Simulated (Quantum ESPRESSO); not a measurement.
# Thickness dependence of 1T-PtSe2, part 6 of 7

What does each added layer of 1T-PtSe2 bring in screening, and what does it do to the gap?

Quantum ESPRESSO 7.5; plane-wave DFT, PBE, GBRV ultrasoft pseudopotentials.

So far. Step 8 (Bands along a path, 1 layer: no field): Along this path the valence top lies near Γ and the conduction bottom between Γ and M. Step 10 (Variable-cell relaxation, 2 layers):  The last row is no step: it is a fresh SCF in the final cell with a new plane-wave basis, +0 meV from the row before.

### 11. SCF with pw.x, 2 layers: no field

Level of this step: plane-wave DFT, PBE, GBRV ultrasoft pseudopotentials (Quantum ESPRESSO 7.5).

File n2.f0.in:

```
&control
  prefix = 'n2.f0'
  outdir = './out'
  pseudo_dir = './pseudo'
  calculation = 'scf'
  tprnfor = .true.
  tefield = .true.
  dipfield = .true.
/
&system
  ibrav = 0
  nat = 6
  ntyp = 2
  ecutwfc = 40
  ecutrho = 200
  occupations = 'smearing'
  smearing = 'fd'
  degauss = 0.004
  edir = 3
  emaxpos = 0.97
  eopreg = 0.04
  eamp = 0.0
  nbnd = 32
/
&electrons
  conv_thr = 1e-09
  mixing_beta = 0.4
  electron_maxstep = 120
  mixing_mode = 'plain'
/
ATOMIC_SPECIES
  Se  78.9710  se_pbe_v1.uspp.F.UPF
  Pt  195.0840  pt_pbe_v1.4.uspp.F.UPF
CELL_PARAMETERS angstrom
  3.73643052600000 0.00000000000000 0.00000000000000
  -1.86821526300000 3.23584375500000 0.00000000000000
  0.00000000000000 0.00000000000000 24.83543559100000
ATOMIC_POSITIONS crystal
  Se  0.666666666700 0.333333333300 0.347118453200
  Pt  0.000000000000 0.000000000000 0.400245381900
  Se  0.333333333300 0.666666666700 0.452079594900
  Se  0.666666666700 0.333333333300 0.547920405100
  Pt  0.000000000000 0.000000000000 0.599754618100
  Se  0.333333333300 0.666666666700 0.652881546800
K_POINTS automatic
  12 12 1 0 0 0
```

Launch:

```console
$ OMP_NUM_THREADS=1 mpirun -n 4 pw.x -nk 4 -in n2.f0.in > n2.f0.out
```

The program printed:

```text
[banner, memory and clock lines left out]
Program PWSCF v.7.5 starts
[...]
number of electrons       =        56.00
     number of Kohn-Sham states=           32
     kinetic-energy cutoff     =      40.0000  Ry
     charge density cutoff     =     200.0000  Ry
[...]
number of k points=    74  Fermi-Dirac smearing, width (Ry)=  0.0040
[...]
Dense  grid:    96607 G-vectors     FFT dimensions: (  32,  32, 216)
[...]
negative rho (up, down):  3.683E-01 0.000E+00
[...]
Starting wfcs are   40 randomized atomic wfcs
[...]
negative rho (up, down):  3.451E-01 0.000E+00
[...]
estimated scf accuracy    <       3.88542757 Ry
[...]
negative rho (up, down):  3.483E-01 0.000E+00
[...]
estimated scf accuracy    <       2.73780248 Ry
[...]
negative rho (up, down):  3.474E-01 0.000E+00
[...]
estimated scf accuracy    <       0.33664682 Ry
[...]
negative rho (up, down):  3.433E-01 0.000E+00
[...]
estimated scf accuracy    <       0.08317866 Ry
[...]
negative rho (up, down):  3.414E-01 0.000E+00
[...]
estimated scf accuracy    <       0.00939759 Ry
[...]
negative rho (up, down):  3.413E-01 0.000E+00
[...]
estimated scf accuracy    <       0.07107137 Ry
[...]
negative rho (up, down):  3.414E-01 0.000E+00
[...]
estimated scf accuracy    <       0.00125510 Ry
[...]
negative rho (up, down):  3.413E-01 0.000E+00
[...]
estimated scf accuracy    <       0.00010426 Ry
[...]
negative rho (up, down):  3.413E-01 0.000E+00
[...]
estimated scf accuracy    <       0.00006799 Ry
[...]
negative rho (up, down):  3.414E-01 0.000E+00
[...]
estimated scf accuracy    <       0.00001246 Ry
[...]
negative rho (up, down):  3.414E-01 0.000E+00
[...]
estimated scf accuracy    <       0.00000053 Ry
[...]
negative rho (up, down):  3.414E-01 0.000E+00
[...]
estimated scf accuracy    <       0.00000008 Ry
[...]
negative rho (up, down):  3.414E-01 0.000E+00
[...]
estimated scf accuracy    <       0.00000002 Ry
[...]
negative rho (up, down):  3.414E-01 0.000E+00
[...]
Total length         45.0549 bohr
[...]
estimated scf accuracy    <          2.4E-09 Ry
[...]
negative rho (up, down):  3.414E-01 0.000E+00
[...]
Computed dipole along edir(3) :
        Dipole                0.0000 Ry au,          0.0000 Debye
        Dipole field          0.0000 Ry au,
        Potential amp.       -0.0000 Ry
        Total length         45.0549 bohr
[...]
the Fermi energy is     1.7190 ev
!    total energy              =    -595.96571662 Ry
     estimated scf accuracy    <          7.7E-10 Ry
     smearing contrib. (-TS)   =      -0.00032808 Ry
     internal energy E=F+TS    =    -595.96538854 Ry
[...]
one-electron contribution =   -2976.15162275 Ry
     hartree contribution      =    1499.56190600 Ry
     xc contribution           =    -232.56291936 Ry
     ewald contribution        =    1113.18724757 Ry
     electric field correction =       0.00000000 Ry
     convergence has been achieved in  15 iterations
     negative rho (up, down):  3.414E-01 0.000E+00
[...]
Total force =     0.008721     Total SCF correction =     0.000174
[...]
```

Wall time 2.8 min (4 MPI ranks of Arm Neoverse V1, shared host); peak memory 0.98 GiB.

This step gave:

- free energy: -8108.5267 eV
- energy at zero smearing: -8108.5244 eV
- dipole along the normal: 0 e·Å
- valence top, on the run's zero: 1.593 eV
- conduction bottom, on the run's zero: 1.849 eV
- gap by band count: 0.2561 eV

### 12. Potential by pp.x, 2 layers

File n2.f0.pot.in:

```
&inputpp
  prefix = 'n2.f0'
  outdir = './out'
  filplot = 'n2.f0.pot.dat'
  plot_num = 11
/
```

Launch:

```console
$ OMP_NUM_THREADS=1 mpirun -n 4 pp.x -in n2.f0.pot.in > n2.f0.pot.out
```

Wall time 1.1 s (4 MPI ranks); peak memory 0.11 GiB; 4.1 s of CPU time.

This step gave:

* slope of the potential above: 5.80e-5 eV/Å
* upper vacuum line continued to the top atoms, over the valence top: 4.829 eV
* slope of the potential below: -4.83e-5 eV/Å
* lower vacuum line continued to the bottom atoms, over the valence top: 4.829 eV
* vacuum level at the upper face over the valence top of the mesh: 4.829 eV
* vacuum level at the lower face over the valence top of the mesh: 4.829 eV

### 13. Ground state, 2 layers: field 0.1 V/Å

n2.f1.in is the input of step 11 with these lines changed:

```diff
@@ -1,3 +1,3 @@
 &control
-  prefix = 'n2.f0'
+  prefix = 'n2.f1'
   outdir = './out'
@@ -21,3 +21,3 @@
   eopreg = 0.04
-  eamp = 0.0
+  eamp = 0.00194469
   nbnd = 32
@@ -29,2 +29,3 @@
   mixing_mode = 'plain'
+  startingpot = 'file'
 /
```

Launch:

```console
$ cp -r out/n2.f0.save out/n2.f1.save
$ OMP_NUM_THREADS=1 mpirun -n 4 pw.x -nk 4 -in n2.f1.in > n2.f1.out
```

The program printed:

```text
[banner, memory and clock lines left out]
Program PWSCF v.7.5 starts
[...]
number of electrons       =        56.00
     number of Kohn-Sham states=           32
     kinetic-energy cutoff     =      40.0000  Ry
     charge density cutoff     =     200.0000  Ry
[...]
number of k points=    74  Fermi-Dirac smearing, width (Ry)=  0.0040
[...]
Dense  grid:    96607 G-vectors     FFT dimensions: (  32,  32, 216)
[...]
The initial density is read from file :
[...]
negative rho (up, down):  3.414E-01 0.000E+00
[...]
Starting wfcs are   40 randomized atomic wfcs
[...]
negative rho (up, down):  3.415E-01 0.000E+00
[...]
estimated scf accuracy    <       0.08849587 Ry
[...]
negative rho (up, down):  3.416E-01 0.000E+00
[...]
estimated scf accuracy    <      31.05956659 Ry
[...]
negative rho (up, down):  3.415E-01 0.000E+00
[...]
estimated scf accuracy    <       0.02617706 Ry
[...]
negative rho (up, down):  3.415E-01 0.000E+00
[...]
estimated scf accuracy    <       0.01427144 Ry
[...]
negative rho (up, down):  3.415E-01 0.000E+00
[...]
estimated scf accuracy    <       0.01181919 Ry
[...]
negative rho (up, down):  3.415E-01 0.000E+00
[...]
estimated scf accuracy    <       0.00829734 Ry
[...]
negative rho (up, down):  3.415E-01 0.000E+00
[...]
estimated scf accuracy    <       0.00366358 Ry
[...]
negative rho (up, down):  3.414E-01 0.000E+00
[...]
estimated scf accuracy    <       0.00220366 Ry
[...]
negative rho (up, down):  3.414E-01 0.000E+00
[...]
estimated scf accuracy    <       0.00051510 Ry
[...]
negative rho (up, down):  3.414E-01 0.000E+00
[...]
estimated scf accuracy    <       0.00010215 Ry
[...]
negative rho (up, down):  3.414E-01 0.000E+00
[...]
estimated scf accuracy    <       0.00000094 Ry
[...]
negative rho (up, down):  3.414E-01 0.000E+00
[...]
estimated scf accuracy    <       0.00000011 Ry
[...]
negative rho (up, down):  3.414E-01 0.000E+00
[...]
estimated scf accuracy    <       0.00000009 Ry
[...]
negative rho (up, down):  3.414E-01 0.000E+00
[...]
estimated scf accuracy    <       0.00000002 Ry
[...]
negative rho (up, down):  3.414E-01 0.000E+00
[...]
estimated scf accuracy    <          3.8E-09 Ry
[...]
negative rho (up, down):  3.414E-01 0.000E+00
[...]
Computed dipole along edir(3) :
        Dipole                0.1225 Ry au,          0.3115 Debye
        Dipole field          0.0008 Ry au,
        E field amplitude [Ha a.u.]:  1.9447E-03
        Potential amp.        0.1068 Ry
        Total length         45.0549 bohr
[...]
the Fermi energy is     1.7337 ev
!    total energy              =    -595.96595474 Ry
     estimated scf accuracy    <          8.1E-10 Ry
     smearing contrib. (-TS)   =      -0.00032840 Ry
     internal energy E=F+TS    =    -595.96562634 Ry
[...]
one-electron contribution =   -2976.14836519 Ry
     hartree contribution      =    1499.55876192 Ry
     xc contribution           =    -232.56288714 Ry
     ewald contribution        =    1113.18724757 Ry
     electric field correction =      -0.00038350 Ry
     convergence has been achieved in  16 iterations
     negative rho (up, down):  3.414E-01 0.000E+00
[...]
Total force =     0.008732     Total SCF correction =     0.000170
[...]
```

Elapsed: 3.2 min, on 4 MPI ranks; peak memory 1 GiB.

Numbers from this step:

| Item | Value |
| --- | --- |
| free energy | -8108.5299 eV |
| energy at zero smearing | -8108.5277 eV |
| Fermi energy | 1.734 eV |
| dipole along the normal | 0.06485 e·Å |
| valence top, on the run's zero | 1.607 eV |
| conduction bottom, on the run's zero | 1.863 eV |
| gap by band count | 0.2560 eV |

### 14. Potential by pp.x, 2 layers

File n2.f1.pot.in:

```
&inputpp
  prefix = 'n2.f1'
  outdir = './out'
  filplot = 'n2.f1.pot.dat'
  plot_num = 11
/
```

Launch:

```console
$ OMP_NUM_THREADS=1 mpirun -n 4 pp.x -in n2.f1.pot.in > n2.f1.pot.out
```

Elapsed: 1.1 s, on 4 MPI ranks; peak memory 0.11 GiB.

Numbers from this step:

* slope of the potential above: 0.1000 eV/Å
* upper vacuum line continued to the top atoms, over the valence top: 4.724 eV
* slope of the potential below: 0.09994 eV/Å
* lower vacuum line continued to the bottom atoms, over the valence top: 4.936 eV

The slope in the vacuum is 0.100 eV/Å for an applied 0.10 V/Å, as it should be.

[end of part 6 of 7]

[Logs are printed without paths, hosts, clocks, repeated set-up lines and the standing remarks that a program may print on its own settings, such as how far it seeks lower states.]

[Hosts, paths, dates, database ids (printed as entryN), source tags and the programs' standing remarks are cut or masked in the printed files.]

[Maps of the electrostatic potential energy from Ansatz leave out the sawtooth potential of an applied field or a dipole correction, so their vacuum need not be flat; planar profiles and work functions include it.]
